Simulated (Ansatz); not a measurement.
**How LiTaO2 (model structure) absorbs and reflects light**

What colour and refractive index does LiTaO2 (model structure) have at this level of theory? This is a made-up structure; whether it can be made isn't tested. It was built so: All S replaced by O and V replaced by Ta in the P-3m1 structure of LiVS2.

Method: DFT, PBE, plane-wave PAW, default files, scalar-relativistic, independent-particle optical response without local fields, in Ansatz 0.2.0.

## Step 1: The starting structure

Symmetry: P-3m1, No. 164, trigonal system. Conventional cell: a = 3.002 Å, b = 3.002 Å, c = 5.452 Å, α = 90.00°, β = 90.00°, γ = 120.00°. Ta has 6 O at 2.16 Å nearest. Nearest to O lie 3 Ta at 2.16 Å and 3 Li at 2.26 Å. Nearest to Li lie 6 O at 2.26 Å. Farther neighbours, and contacts between anions beyond the nearest, are not listed.

Coordinates:

```cif
data_structure
_symmetry_space_group_name_H-M 'P-3m1'
_symmetry_Int_Tables_number 164
_cell_length_a 3.0023
_cell_length_b 3.0023
_cell_length_c 5.4518
_cell_angle_alpha 90.000
_cell_angle_beta 90.000
_cell_angle_gamma 120.000
_cell_volume 42.56
loop_
_atom_site_label
_atom_site_type_symbol
_atom_site_symmetry_multiplicity
_atom_site_Wyckoff_symbol
_atom_site_fract_x
_atom_site_fract_y
_atom_site_fract_z
_atom_site_occupancy
Ta1 Ta 1 a 0.00000 0.00000 0.00000 1
O1 O 2 d 0.66667 0.33333 0.76500 1
Li1 Li 1 b 0.00000 0.00000 0.50000 1
```

## Step 2: Relaxation

The structure was built or cut out here, so it is relaxed before any spectrum is computed.

This step: DFT, PBE, plane-wave PAW, default files, scalar-relativistic, relaxation (Ansatz 0.2.0).

Contents of input.yaml:

```yaml
crystal:
  lattice:
    - [3.00233978, 0.0, 0.0]
    - [-1.50116989, 2.60010252, 0.0]
    - [0.0, 0.0, 5.45178291]
  atoms:
    - { symbol: Ta, position: [0.0, 0.0, 0.0] }
    - { symbol: O, position: [0.66666667, 0.33333333, 0.765] }
    - { symbol: O, position: [0.33333333, 0.66666667, 0.235] }
    - { symbol: Li, position: [0.0, 0.0, 0.5] }
kpoints:
  mp_grid: { grid: [9, 9, 4] }
scf:
  occupations: { method: fermi_dirac, width: 0.05 }
hamiltonian:
  xc: pbe
  pseudopotentials: { kind: paw }
output:
  forces: true
  stress: true
relax:
  f_tol: 0.02
  max_steps: 50
  cell: {}
```

Run with:

```bash
$ ansatz run input.yaml --threads 4 --pin off --max-ram 8192MiB --backend cpu --events-out ev --progress --plain --runs-dir out
```

The program printed:

```text
Engine: ansatz 0.2.0, x86_64-unknown-linux-gnu
Pseudopotentials: kind: paw
Pseudopotential: Ta, paw, valence charge 13, recommended cutoff 420 eV (normal), Ta.paw.azcp
Pseudopotential: O, paw, valence charge 6, recommended cutoff 420 eV (normal), O.paw.azcp
Pseudopotential: Li, paw, valence charge 3, recommended cutoff 420 eV (normal), Li.paw.azcp
Functional definition: PBE
  parameter kappa = 0.804
  parameter beta = 0.066725
  exchange = pbe_x(kappa = kappa, mu = beta*pi^2/3)
  correlation = pbe_c(beta = beta)
Crystal: 4 atoms, lattice volume = 42.559 Å³
Basis set: ecut = 420 eV, 823 PW (Γ), exchange–correlation on 48×48×80 points (8 copies of the dense FFT grid, shifted against one another)
Bands: 18, of which v1, the nominal top of the filled ones, is band 14 counted from 1 (13 counted from 0)
Symmetry: 12 space group operations
Space group: P-3m1 (ITA 164), of the structure as read, at distance tolerance 3.5e-5 Å
k-points: 43 of 324
Non-local potential: Ta, projectors of the file, l = 0: 3, l = 1: 2, l = 2: 2, l = 3: 1
Non-local potential: O, projectors of the file, l = 0: 2, l = 1: 2, l = 2: 1
Non-local potential: Li, projectors of the file, l = 0: 3, l = 1: 2, l = 2: 1
PAW form: soft (Blöchl's): semilocal exchange-correlation on the pseudo side does not see the compensation charge
PAW one-centre angular grid: Ta, 590 points (default); XC on 64 Gauss nodes
PAW one-centre angular grid: O, 110 points (default); XC on 64 Gauss nodes
PAW one-centre angular grid: Li, 110 points (default); XC on 64 Gauss nodes
Initial density: superposition of atomic densities (neutral atoms: chi_scale 0, normalization atom), corrected by the library's trained network
Initial wavefunctions: pseudopotential atomic-orbital guess
Functional: x = pbe(κ = 0.804, μ = 0.219515), c = pbe(β = 0.066725)
SCF iter   1: F=—  HF=-11274.917609 eV  |F-HF|=—  |Δ(HF+E_count)|=         —  Δρ=5.53e-3  dr2=6.01e-3  ethr=1.77e-3  ⟨swp⟩=5.8  Hψ=3806  notcnv=0
preconditioner: auto → Kerker (q_TF=auto, 2.544 Å⁻¹)  [metal: Δε(μ)=0.044 eV  Ē_g=11.809 eV  σ=0.050 eV  W_gap=0.21  n_scr=10 (ndim 8)  ℏωp=24.1 eV  f_vac=0.009  D(μ)=1.51/eV (n_scr^D=10)]
SCF iter   2: F=—  HF=-11274.917458 eV  |F-HF|=—  |Δ(HF+E_count)|=   1.51e-4  Δρ=2.73e-3  dr2=9.56e-4  ethr=2.15e-5  ⟨swp⟩=1.7  Hψ=1269  notcnv=0
SCF iter   3: F=—  HF=-11274.917816 eV  |F-HF|=—  |Δ(HF+E_count)|=   3.58e-4  Δρ=9.48e-4  dr2=2.17e-4  ethr=3.42e-6  ⟨swp⟩=2.8  Hψ=1200  notcnv=0
SCF iter   4: F=—  HF=-11274.917886 eV  |F-HF|=—  |Δ(HF+E_count)|=   6.96e-5  Δρ=2.06e-4  dr2=1.67e-5  ethr=7.76e-7  ⟨swp⟩=2.0  Hψ=1052  notcnv=0
SCF iter   5: F=—  HF=-11274.917902 eV  |F-HF|=—  |Δ(HF+E_count)|=   1.61e-5  Δρ=4.26e-5  dr2=2.06e-6  ethr=5.96e-8  ⟨swp⟩=2.0  Hψ=1074  notcnv=0
SCF iter   6: F=—  HF=-11274.917902 eV  |F-HF|=—  |Δ(HF+E_count)|=   1.65e-7  Δρ=1.43e-5  dr2=2.26e-7  ethr=7.37e-9  ⟨swp⟩=2.1  Hψ=1046  notcnv=0
SCF iter   7: F=-11274.917902 eV  HF=-11274.917902 eV  |F-HF|=2.00e-9  |Δ(HF+E_count)|=   4.58e-8  Δρ=4.38e-6  dr2=1.77e-8  ethr=3.57e-10  ⟨swp⟩=4.4  Hψ=2470  notcnv=0
SCF 1 converged in 7 iterations: F = -11274.917902 eV  dr2 = 1.77e-8
  greatest PAW one-centre occupation: 1.000 electrons in one spin orbital (limit 2), on the Li atom at site 3 (counted from 0), in its partial waves of l = 0
relax step   1: F+E_penalty+E_count = -11274.91790200 eV  Δ(F+E_penalty+E_count) = +0.000e0 eV  max|allowed force component| = 1.438e0 eV/Å  Δτ_max = 0.0000 Å  P = -3.796 GPa  Ω = 42.559 Å³  (7 SCF iters, dr2 threshold 1.00e-7 eV, accepted)
Crystal: 4 atoms, lattice volume = 40.160 Å³
Basis set: ecut = 420 eV, 799 PW (Γ), exchange–correlation on 48×48×80 points (8 copies of the dense FFT grid, shifted against one another)
Initial density: handed on by an earlier stage of this run
Initial wavefunctions: those handed on with the density
iter 1 solved again at ethr=5.19e-4 eV; its pass at ethr=3.10e-3 eV (dr2=1.45e-1 eV) is discarded
SCF iter   1: F=—  HF=-11275.361387 eV  |F-HF|=—  |Δ(HF+E_count)|=         —  Δρ=1.73e-2  dr2=1.45e-1  ethr=5.19e-4  ⟨swp⟩=1.0  Hψ=5274  notcnv=0
preconditioner: auto → Kerker (q_TF=auto, 2.569 Å⁻¹)  [metal: Δε(μ)=0.037 eV  Ē_g=11.603 eV  σ=0.050 eV  W_gap=0.18  n_scr=10 (ndim 8)  ℏωp=24.9 eV  f_vac=0.000  D(μ)=0.81/eV (n_scr^D=2)]
SCF iter   2: F=—  HF=-11275.337110 eV  |F-HF|=—  |Δ(HF+E_count)|=   2.43e-2  Δρ=9.19e-3  dr2=4.43e-2  ethr=5.19e-4  ⟨swp⟩=2.0  Hψ=972  notcnv=0
SCF iter   3: F=—  HF=-11275.326994 eV  |F-HF|=—  |Δ(HF+E_count)|=   1.01e-2  Δρ=4.51e-3  dr2=1.42e-2  ethr=1.58e-4  ⟨swp⟩=2.4  Hψ=1276  notcnv=0
SCF iter   4: F=—  HF=-11275.324043 eV  |F-HF|=—  |Δ(HF+E_count)|=   2.95e-3  Δρ=1.12e-3  dr2=9.91e-4  ethr=5.07e-5  ⟨swp⟩=2.6  Hψ=1078  notcnv=0
SCF iter   5: F=—  HF=-11275.323875 eV  |F-HF|=—  |Δ(HF+E_count)|=   1.68e-4  Δρ=2.64e-4  dr2=7.02e-5  ethr=3.54e-6  ⟨swp⟩=2.2  Hψ=1078  notcnv=0
SCF iter   6: F=—  HF=-11275.323830 eV  |F-HF|=—  |Δ(HF+E_count)|=   4.48e-5  Δρ=8.74e-5  dr2=7.77e-6  ethr=2.51e-7  ⟨swp⟩=2.1  Hψ=1059  notcnv=0
SCF iter   7: F=-11275.323829 eV  HF=-11275.323829 eV  |F-HF|=9.85e-8  |Δ(HF+E_count)|=   9.79e-7  Δρ=2.73e-5  dr2=3.19e-7  ethr=1.43e-9  ⟨swp⟩=3.3  Hψ=3183  notcnv=0
SCF 2 converged in 7 iterations: F = -11275.323829 eV  dr2 = 3.19e-7
relax step   2: F+E_penalty+E_count = -11275.32382932 eV  Δ(F+E_penalty+E_count) = -4.059e-1 eV  max|allowed force component| = 4.486e-2 eV/Å  Δτ_max = 0.0895 Å  P = -1.973 GPa  Ω = 40.160 Å³  energy of the carried Pulay correction = +9.142e-3 eV  (7 SCF iters, dr2 threshold 4.00e-7 eV, accepted)
Crystal: 4 atoms, lattice volume = 39.393 Å³
iter 1 solved again at ethr=4.05e-6 eV; its pass at ethr=3.10e-3 eV (dr2=1.13e-3 eV) is discarded
SCF iter   1: F=—  HF=-11275.340592 eV  |F-HF|=—  |Δ(HF+E_count)|=         —  Δρ=2.74e-3  dr2=1.15e-3  ethr=4.05e-6  ⟨swp⟩=1.6  Hψ=4947  notcnv=0
preconditioner: auto → Kerker (q_TF=auto, 2.577 Å⁻¹)  [metal: Δε(μ)=0.030 eV  Ē_g=11.767 eV  σ=0.050 eV  W_gap=0.15  n_scr=10 (ndim 8)  ℏωp=25.1 eV  f_vac=0.000  D(μ)=0.77/eV (n_scr^D=2)]
SCF iter   2: F=—  HF=-11275.340407 eV  |F-HF|=—  |Δ(HF+E_count)|=   1.85e-4  Δρ=1.42e-3  dr2=3.39e-4  ethr=4.05e-6  ⟨swp⟩=2.1  Hψ=1029  notcnv=0
SCF iter   3: F=—  HF=-11275.340388 eV  |F-HF|=—  |Δ(HF+E_count)|=   1.83e-5  Δρ=5.07e-4  dr2=6.33e-5  ethr=1.21e-6  ⟨swp⟩=2.7  Hψ=1298  notcnv=0
SCF iter   4: F=—  HF=-11275.340390 eV  |F-HF|=—  |Δ(HF+E_count)|=   1.17e-6  Δρ=1.14e-4  dr2=4.55e-6  ethr=2.26e-7  ⟨swp⟩=2.0  Hψ=1071  notcnv=0
SCF iter   5: F=-11275.340393 eV  HF=-11275.340393 eV  |F-HF|=1.33e-7  |Δ(HF+E_count)|=   3.17e-6  Δρ=2.18e-5  dr2=1.87e-7  ethr=1.43e-9  ⟨swp⟩=3.2  Hψ=3153  notcnv=0
SCF 3 converged in 5 iterations: F = -11275.340393 eV  dr2 = 1.87e-7
relax step   3: F+E_penalty+E_count = -11275.34039293 eV  Δ(F+E_penalty+E_count) = -1.656e-2 eV  max|allowed force component| = 7.468e-4 eV/Å  Δτ_max = 0.0221 Å  P = -0.077 GPa  Ω = 39.393 Å³  energy of the carried Pulay correction = +1.218e-2 eV  (5 SCF iters, dr2 threshold 4.00e-7 eV, accepted)
[...]
relax step   4: F+E_penalty+E_count = -11275.34058557 eV  Δ(F+E_penalty+E_count) = -1.926e-4 eV  max|allowed force component| = 6.423e-3 eV/Å  Δτ_max = 0.0007 Å  P = +0.060 GPa  Ω = 39.378 Å³  energy of the carried Pulay correction = +1.224e-2 eV  (4 SCF iters, dr2 threshold 4.00e-7 eV, accepted)
[...]
relax step   5: F+E_penalty+E_count = -11275.34052781 eV  Δ(F+E_penalty+E_count) = +5.776e-5 eV  max|allowed force component| = 2.476e-3 eV/Å  Δτ_max = 0.0005 Å  P = +0.019 GPa  Ω = 39.395 Å³  energy of the carried Pulay correction = +1.217e-2 eV  (4 SCF iters, dr2 threshold 3.59e-8 eV, accepted)
[...]
relax step   6: F+E_penalty+E_count = -11275.33484639 eV  Δ(F+E_penalty+E_count) = +5.681e-3 eV  max|allowed force component| = 2.642e-3 eV/Å  Δτ_max = 0.0000 Å  P = -0.301 GPa  Ω = 39.395 Å³  stress off target by 4.33e-1 GPa  SCF on the basis re-selected at this cell (its energy is not comparable with the rows above)  (7 SCF iters)
[...]
relax step   7: F+E_penalty+E_count = -11275.33522864 eV  Δ(F+E_penalty+E_count) = -3.822e-4 eV  max|allowed force component| = 3.218e-3 eV/Å  Δτ_max = 0.0006 Å  P = +0.041 GPa  Ω = 39.322 Å³  energy of the carried Pulay correction = +2.906e-4 eV  (4 SCF iters, dr2 threshold 4.00e-7 eV, accepted)
iter 1 solved again at ethr=9.80e-8 eV; its pass at ethr=3.10e-3 eV (dr2=2.74e-5 eV) is discarded
SCF iter   1: F=—  HF=-11275.335048 eV  |F-HF|=—  |Δ(HF+E_count)|=         —  Δρ=2.36e-5  dr2=2.93e-7  ethr=9.80e-8  ⟨swp⟩=3.2  Hψ=5608  notcnv=0
preconditioner: auto → Kerker (q_TF=auto, 2.578 Å⁻¹)  [metal: Δε(μ)=0.126 eV  Ē_g=11.791 eV  σ=0.050 eV  W_gap=0.43  n_scr=10 (ndim 8)  ℏωp=25.1 eV  f_vac=0.000  D(μ)=0.76/eV (n_scr^D=2)]
SCF iter   2: F=—  HF=-11275.335013 eV  |F-HF|=—  |Δ(HF+E_count)|=   3.51e-5  Δρ=1.53e-5  dr2=2.18e-7  ethr=1.05e-9  ⟨swp⟩=2.0  Hψ=1326  notcnv=0
SCF iter   3: F=—  HF=-11275.335013 eV  |F-HF|=—  |Δ(HF+E_count)|=   3.20e-8  Δρ=7.22e-6  dr2=3.96e-8  ethr=7.78e-10  ⟨swp⟩=2.0  Hψ=1053  notcnv=0
SCF iter   4: F=—  HF=-11275.335013 eV  |F-HF|=—  |Δ(HF+E_count)|=   1.85e-9  Δρ=5.32e-6  dr2=8.58e-9  ethr=1.42e-10  ⟨swp⟩=2.0  Hψ=1075  notcnv=0
SCF iter   5: F=—  HF=-11275.335013 eV  |F-HF|=—  |Δ(HF+E_count)|=   1.64e-9  Δρ=1.02e-6  dr2=6.18e-10  ethr=3.07e-11  ⟨swp⟩=2.0  Hψ=1111  notcnv=0
SCF iter   6: F=-11275.335013 eV  HF=-11275.335013 eV  |F-HF|=2.00e-11  |Δ(HF+E_count)|=  1.15e-10  Δρ=3.01e-7  dr2=3.95e-11  ethr=1.00e-12  ⟨swp⟩=3.2  Hψ=3183  notcnv=0
SCF 8 converged in 6 iterations: F = -11275.335013 eV  dr2 = 3.95e-11
relax step   8: F+E_penalty+E_count = -11275.33501329 eV  Δ(F+E_penalty+E_count) = +2.153e-4 eV  max|allowed force component| = 3.269e-3 eV/Å  Δτ_max = 0.0000 Å  P = +0.034 GPa  Ω = 39.322 Å³  stress off target by 3.71e-2 GPa  SCF on the basis re-selected at this cell (its energy is not comparable with the rows above)  (6 SCF iters)
basis re-selected at this cell: Δ(F+E_penalty+E_count) = +2.153e-4 eV, ΔP = -0.007 GPa vs the last step (what re-selecting the basis moved, of the pressure what is left beyond the Pulay correction that the steps carried, after the strain that the cell walked since its last selection, with what the two solves' SCF thresholds leave and, on support functions, any second-order correction that the steps lacked; it is no m [...]
SCF converged after 6 iterations
Free energy (F): -11275.335013 eV
Harris-Foulkes:  -11275.335013 eV  (|F-HF|=2.00e-11)
Internal energy: -11275.329127 eV  (E = F + TS)
E sigma→0 (E₀):  -11275.332070 eV
Entropy (-TS):   -0.005887 eV (-1.472 meV/atom)
Fermi energy:    13.400182 eV
--- Per-component energies (eV) ---
  E_band       = -211.635224
  E_kinetic    = 742.216953
  E_local      = -1546.416363  (includes V_loc(G=0)·N_el)
  E_nonlocal   = 77.669276
  E_hartree    = 560.627870
  E_xc         = -378.668839
  E_vxc        = -408.790898  (∫ρ·V_xc dr)
  E_paw        = -8734.121816  (= ΣΔE_a)
  E_vpaw       = -197.574929  (= ΣTr[D̂ρ^β])
  E_aug_tail   = 0.004968  (compensation charges beyond the density's cutoff)
  E_ewald      = -1996.641176
  E_smearing   = -0.005887  (= −TS)
  E_closure    = 0.000000  (closes the sum)
  Σ components = -11275.335013   (vs F -11275.335013, Δ=0.00e0)
--- Forces (eV/Å), atoms counted from 1 ---
  atom   1  Ta    -0.00000000    -0.00000000     0.00000000
  atom   2  O      0.00000000     0.00000000    -0.00326935
  atom   3  O      0.00000000     0.00000000     0.00326935
  atom   4  Li     0.00000000    -0.00000000     0.00000000
  max |Σ_I F_I| component: 1.85e-17 eV/Å
--- Stress (GPa, compression-positive) ---
        0.037090       0.000000      -0.000000
        0.000000       0.037090      -0.000000
       -0.000000      -0.000000       0.026724
  P = ⅓ Tr σ = 0.0336 GPa (0.336 kbar)
--- Relaxed structure (6 steps of the walk, 6 accepted, 2 SCFs on fresh bases) ---
  F+E_penalty+E_count = -11275.33501329 eV   max|allowed force component| = 3.269e-3 eV/Å   (the final SCF, on the basis selected at the relaxed cell)
  cell:  # Å, volume = 39.3216 Å³
    - [2.853370, 0, -1.027251e-17]
    - [-1.426685, 2.471091, 5.136254e-18]
    - [-1.865328e-17, 0, 5.576785]
  atoms:
    - { symbol: Ta, position: [0, 0, -6.363876e-19] }
    - { symbol: O, position: [0.666667, 0.333333, 0.744626] }
    - { symbol: O, position: [0.333333, 0.666667, 0.255374] }
    - { symbol: Li, position: [0, 0, 0.5] }
```

Elapsed: 2.5 s, on 4 threads of Intel Xeon 6975P-C (Granite Rapids), shared host; peak memory 0.45 GiB; 7.5 s of CPU time.

Step by step:

```
step  energy less that of the first step (eV)  largest force component (eV/Å)  pressure (GPa)  volume (Å³)
   1                                   0.0000                          1.4380           -3.80        42.56
   2                                  -0.4059                          0.0449           -1.97        40.16
   3                                  -0.4225                          0.0007           -0.08        39.39
   4                                  -0.4227                          0.0064            0.06        39.38
   5                                  -0.4226                          0.0025            0.02        39.40
  6*                                  -0.4169                          0.0026           -0.30        39.40
   7                                  -0.4173                          0.0032            0.04        39.32
  8*                                  -0.4171                          0.0033            0.03        39.32
```

Relaxation steps marked * repeat the geometry before them on a plane-wave basis chosen anew for their cell, so energy and pressure can jump there.

The run keeps the 12 symmetry operations that the program found, so distortions that break them were not tested.

```csv
"conventional cell, symmetrised",before,after,change
a (Å),3.002,2.853,-5.0 %
b (Å),3.002,2.853,-5.0 %
c (Å),5.452,5.577,+2.3 %
volume (Å³/atom),10.64,9.83,-7.6 %
```

The atoms that moved most (Å, as changes of fractional coordinates times the final cell):

```csv
atom,dx,dy,dz,length
O2,0.000,0.000,-0.114,0.114
O3,0.000,0.000,0.114,0.114
```

The relaxed structure:

```xyz
4
Lattice="2.8534 0.0000 0.0000 -1.4267 2.4711 0.0000 0.0000 0.0000 5.5768" Properties=species:S:1:pos:R:3 pbc="T T T"
Ta    0.0000    0.0000    0.0000
O     1.4267    0.8237    4.1526
O     0.0000    1.6474    1.4242
Li    0.0000    0.0000    2.7884
```

The relaxation ends with a largest force component of 0.0033 eV/Å and a pressure of 0.03 GPa.

(Part 1 of 2 ends here.)

[Long decimals in the printed logs are rounded to 6 places.]

[Logs are printed without paths, hosts, clocks, repeated set-up lines and the standing remarks that a program may print on its own settings, such as how far it seeks lower states.]

[Hosts, paths, dates, database ids (printed as entryN), source tags and the programs' standing remarks are cut or masked in the printed files.]

[Where the starting crystal was built by hand or by swapping elements, it need not be the compound's stable phase.]

[The count of steps not shown may lack steps that the program refused or didn't finish.]
